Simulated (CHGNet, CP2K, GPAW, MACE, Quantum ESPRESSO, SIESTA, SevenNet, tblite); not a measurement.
# Random wurtzite alloy of AlN and GaN (72 atoms) in tblite

Wanted: tblite inputs and outputs for random wurtzite alloy of AlN and GaN (72 atoms), checked against a plane-wave reference.

Main program and level: tblite 0.8.0; the method is named at each step.

## 1. The starting structure

The cell holds 72 atoms: 22 Ga, 36 N and 14 Al. Its edges and angles: a = 9.477 Å, b = 9.477 Å, c = 10.212 Å, α = 90.0°, β = 90.0°, γ = 120.0°. It derives from AlN (wurtzite), repeated 3×3×2. Wurtzite AlN, 3 x 3 x 2 conventional cells, 22 of 36 Al sites given to Ga at random (x = 0.611), lattice by Vegard's rule (a = 3.159 Å, c = 5.106 Å); not relaxed, displaced by a Gaussian of 0.02 Å. Then every atom was moved at random, 0.02 Å r.m.s. a Cartesian component.

The yardstick, on the same geometry:

* method: Kohn-Sham DFT, PBE, SSSP efficiency 1.3.0 pseudopotentials, plane waves (Quantum ESPRESSO 7.5); sssp-pbe-1.3.0-efficiency, cutoffs 70/560 Ry, Γ point
* r.m.s. force component: 0.7479 eV/Å
* longest force: 3.137 eV/Å
* pressure: 5.805 GPa
* gap (highest filled to lowest empty level): 2.672 eV
* time: 8 min on 2 MPI ranks of AMD EPYC 9R14 (Zen 4), shared host
* CPU time: 16 min

## 2. GFN1-xTB

Method: GFN1-xTB tight binding, diagonalisation.

The input, run.py:

```python
import numpy as np
from ase.io import read
from tblite.ase import TBLite

atoms = read("structure.xyz")
atoms.calc = TBLite(method="GFN1-xTB", electronic_temperature=580, accuracy=1.0, max_iterations=250, mixer_damping=0.4, verbosity=1)
energy = atoms.get_potential_energy()
forces = atoms.get_forces()
print(f"energy {energy:.6f} eV")
print("forces (eV/A)")
for i, (a, f) in enumerate(zip(atoms, forces)):
    print(f"{i:4d} {a.symbol:2s} {f[0]:10.5f} {f[1]:10.5f} {f[2]:10.5f}")
stress = -atoms.get_stress(voigt=False) * 160.21766
print("stress (GPa, compression positive)")
for row in stress:
    print(" ".join(f"{x:10.4f}" for x in row))
print("charges (e)")
print(np.array2string(atoms.get_charges(), precision=4, suppress_small=True, max_line_width=110, threshold=100000))
```

The input, structure.xyz:

```xyz
72
Lattice="9.47730 0.00000 0.00000 -4.73865 8.20758 0.00000 0.00000 0.00000 10.21220" Properties=species:S:1:pos:R:3 pbc="T T T"
Ga 4.72420 8.20405 0.00725
N -0.02701 1.85984 0.65552
Al -0.03161 1.83037 2.54182
N 9.40944 0.03874 3.15424
Ga 0.01360 0.02487 5.13061
N -0.01322 1.81133 5.73129
Al -0.03170 1.80542 7.67937
N 0.02369 0.03825 8.27770
Ga 7.87208 2.76210 0.02308
N -1.66341 4.54183 0.62335
Ga -1.59039 4.55192 2.54386
N 7.87322 2.73452 3.17089
Ga -1.57167 2.77490 5.06178
N -1.55049 4.57589 5.77183
Al -1.64275 4.52558 7.68172
N -1.58953 2.76136 8.27198
Ga 6.26331 5.43022 10.19402
N -3.16641 7.27577 0.61069
Al -3.15002 7.26198 2.59666
N 6.27122 5.45427 3.17824
Ga 6.25857 5.48669 5.11703
N -3.13609 7.29219 5.70750
Ga -3.11874 7.27380 7.64720
N -3.17082 5.49777 8.26218
Al -1.55541 8.20577 10.19688
N 3.20143 1.85442 0.63489
Al 3.12969 1.83472 2.57123
N -1.60394 8.20676 3.16588
Ga -1.57655 8.18329 5.13316
N 3.17641 1.75199 5.73568
Al 3.16243 1.80197 7.68080
N 3.16888 0.01814 8.29241
Al 1.61237 2.76563 10.19382
N 1.57513 4.59575 0.62397
Al 1.62152 4.52968 2.54529
N 1.58427 2.77096 3.20122
Ga 1.61090 2.73994 5.11866
N 1.62441 4.60938 5.70331
Ga 1.60763 4.60544 7.70572
N 1.61351 2.76875 8.22868
Ga -0.04497 5.49506 10.17156
N -0.00393 7.32026 0.66390
Ga -0.01147 7.28012 2.52711
N 0.00948 5.43522 3.16272
Al -0.01170 5.48455 5.12704
N -0.04781 7.33503 5.73241
Ga 0.02047 7.29457 7.67549
N 0.04383 5.51623 8.25626
Ga 6.37789 0.05425 0.02716
N 6.35396 1.82487 0.59772
Ga 6.31477 1.85007 2.53467
N 1.59678 8.17828 3.18825
Ga 6.29127 0.02077 5.13572
N 6.28952 1.86755 5.72853
Ga 6.32529 1.81609 7.69877
N 1.61531 8.20134 8.29588
[... 12 atom lines left out ...]
Al 3.18864 5.41881 5.14879
N 3.16442 7.28628 5.67941
Ga 3.12519 7.30319 7.64210
N 3.09292 5.46395 8.29118
```

Run with:

```sh
> OMP_NUM_THREADS=1 python run.py > output.txt
```

What it wrote:

```text
------------------------------------------------------------
  cycle        total energy    energy error   density error
------------------------------------------------------------
      1     -135.6942560286  -1.3586446E+02   9.9965761E-01
      2     -119.8705838788   1.5823672E+01   1.0463170E+00
      3     -154.7275734720  -3.4856990E+01   4.8652749E-01
      4     -158.8491721119  -4.1215986E+00   2.7285642E-01
      5     -160.2736442407  -1.4244721E+00   1.6040065E-01
      6     -162.0200150742  -1.7463708E+00   5.7313040E-02
      7     -162.2034868418  -1.8347177E-01   2.9988402E-02
      8     -162.2299521583  -2.6465317E-02   1.6729013E-02
      9     -162.2364605697  -6.5084114E-03   7.9975888E-03
     10     -162.2379170384  -1.4564688E-03   3.4198940E-03
     11     -162.2378904349   2.6603561E-05   2.8198127E-03
     12     -162.2384539573  -5.6352241E-04   6.6851951E-04
     13     -162.2384611641  -7.2068125E-06   4.3110726E-04
     14     -162.2384642909  -3.1268176E-06   2.7842580E-04
     15     -162.2384655949  -1.3039730E-06   1.2482103E-04
     16     -162.2384659521  -3.5724366E-07   4.2599122E-05
     17     -162.2384659940  -4.1915200E-08   1.8157288E-05
------------------------------------------------------------
 total:                                   6.590 sec
energy -4414.733526 eV
forces (eV/A)
   0 Ga    1.06833    0.83825   -0.25612
   1 N     0.82375    0.23668   -0.14225
   2 Al    0.55602    0.23797    0.18168
   3 N     1.22776   -0.06830    0.34335
   4 Ga   -0.21225   -0.29879   -1.08539
   5 N     0.02062    0.55322    0.93044
   6 Al    0.51999    0.81038   -0.34034
   7 N    -0.30156   -0.37354   -0.08890
   8 Ga    0.81833   -0.40737   -0.92127
   9 N     0.75077    0.60237    0.04200
  10 Ga   -0.07837    0.45820    0.34985
  11 N     0.63493   -0.23654   -0.24941
  12 Ga    0.03860   -0.04015    0.52824
  13 N    -0.18705    0.37799    0.29374
  14 Al    0.65580    0.69177   -0.39434
  15 N     0.58963   -0.21456    0.34922
  16 Ga    0.17652    0.95392   -0.43617
  17 N     0.72412    0.22793    0.76841
  18 Al   -0.58687    0.45864   -0.64692
  19 N     0.02701    0.11971    0.00202
  20 Ga    0.99660   -0.51917   -0.56147
  21 N    -0.51650    0.09017    0.52138
  22 Ga   -0.24811    0.70041    0.04176
  23 N    -0.32904   -1.16327    0.01852
[...]
64 Ga   -0.52526    0.03507   -0.12980
  65 N    -0.34103   -0.98240    0.02615
  66 Ga    0.31657   -0.15114    0.22282
  67 N    -0.00877   -0.76435    1.01698
  68 Al    0.02839    0.67657   -1.24376
  69 N    -0.17695   -0.50768    0.63437
  70 Ga    1.13510   -0.28049   -0.57868
  71 N     2.32880    0.74847    0.41718
stress (GPa, compression positive)
   19.3028     0.1752    -0.0638
    0.1752    19.5875    -0.3966
   -0.0638    -0.3966    21.8809
charges (e)
[ 0.4134 -0.4142  0.4146 -0.4222  0.4055 -0.4015  0.3952 -0.4107  0.4128 -0.395   0.4137 -0.4055  0.4039
 -0.4105  0.3974 -0.4076  0.4132 -0.4211  0.4044 -0.4191  0.4119 -0.3938  0.4135 -0.4129  0.405  -0.4097
  0.4273 -0.4181  0.4182 -0.4116  0.4203 -0.4082  0.41   -0.4166  0.4249 -0.4101  0.4193 -0.4099  0.4297
 -0.4162  0.3965 -0.4062  0.4107 -0.4158  0.3948 -0.4037  0.4044 -0.4071  0.4045 -0.4092  0.4089 -0.4106
  0.3972 -0.4076  0.4062 -0.4007  0.4085 -0.4043  0.4269 -0.4162  0.4112 -0.3999  0.3963 -0.4142  0.4107
 -0.4036  0.427  -0.4232  0.4081 -0.4073  0.3864 -0.4082]
```

Elapsed: 7.1 s, on 1 thread of AMD EPYC 9R14 (Zen 4), shared host; peak memory 0.12 GiB.

Banners, paths, timers and routine set-up lines are dropped from the logs unmarked, and long logs keep their key lines alone; longer cuts are marked.

Compared with the plane-wave run:

```yaml
r_m_s_force_component: 0.5789 eV/Å
r_m_s_difference_of_force_components: 305.4 meV/Å
longest_difference_of_force_vectors: 885 meV/Å
force_difference_over_r_m_s_force: 40.84 %
slope_of_forces_against_the_reference_s: 0.7162
correlation_of_force_components: 0.9253
pressure: 20.26 GPa
pressure_difference: 14.45 GPa
```

Length of the force difference by element (eV/Å):

```csv
element,atoms,mean,most
Al,14,0.44,0.72
Ga,22,0.42,0.76
N,36,0.55,0.89
```

Local excerpt of 9 atoms (numbers count through the whole input) about Al33, picked at random; x, y, z are measured from there.

```csv
atom,x,y,z,distance (Å),bonds,Mulliken charge (e),Fx,Fy,Fz (eV/Å)
Al33,0.00,0.00,0.00,0.00,4,0.41,-0.10,-0.25,-0.20
N34,-0.04,1.83,0.64,1.94,4,-0.42,-0.27,-0.42,0.34
N26,1.59,-0.91,0.65,1.94,4,-0.41,-0.47,-0.43,0.19
N40,0.00,0.00,-1.97,1.97,4,-0.42,-0.64,-1.00,0.70
N2,-1.64,-0.91,0.67,1.99,4,-0.41,0.82,0.24,-0.14
Ga39,0.00,1.84,-2.49,3.09,4,0.43,-0.97,-1.13,-1.50
Al31,1.55,-0.96,-2.51,3.11,4,0.42,-0.12,0.29,-0.41
Al35,0.01,1.76,2.56,3.11,4,0.42,-0.20,0.46,-0.14
Al57,3.11,-0.01,0.01,3.11,4,0.41,0.11,0.13,-0.08
```

Atoms are counted from 1 here, from 0 in the log.

Forces lie 41 % from the reference's, at 0.0073 times its CPU time (on 1 against 2 cores).

## 3. What came out

- force difference from the reference: tblite GFN1-xTB, 41 %
- its CPU time: 7.1 s

**Reading.** Tight binding differs by 41 % (tblite GFN1-xTB); it is another model, with fitted parameters of its own, and the xTB methods hold dispersion. One electronic-structure run takes under half the reference's CPU time: tblite GFN1-xTB, at 41 % in 7.1 s against 16 min; its pressure misses by +14.5 GPa. Periodic xTB results under one method name differ between programs and library versions. The reference's pressure holds the uncorrected Pulay stress of its 70 Ry basis, so small pressure differences, and their order, may be the reference's own error. The host structure and its lattice constant were typed by rule, without a check against the phase diagram. The reference's pressure of 5.8 GPa belongs to a cell and atoms that aren't relaxed at this level. The electronic-structure runs sample only Γ, in a cell whose shortest periodic width is 8 Å.

[Also dropped from logs without a mark: logging warnings of Python, and SIESTA's first energy breakdown and zero terms.]

[Logs are printed without paths, hosts, clocks, repeated set-up lines and the standing remarks that a program may print on its own settings, such as how far it seeks lower states.]

[Hosts, paths, dates, database ids (printed as entryN), source tags and the programs' standing remarks are cut or masked in the printed files.]
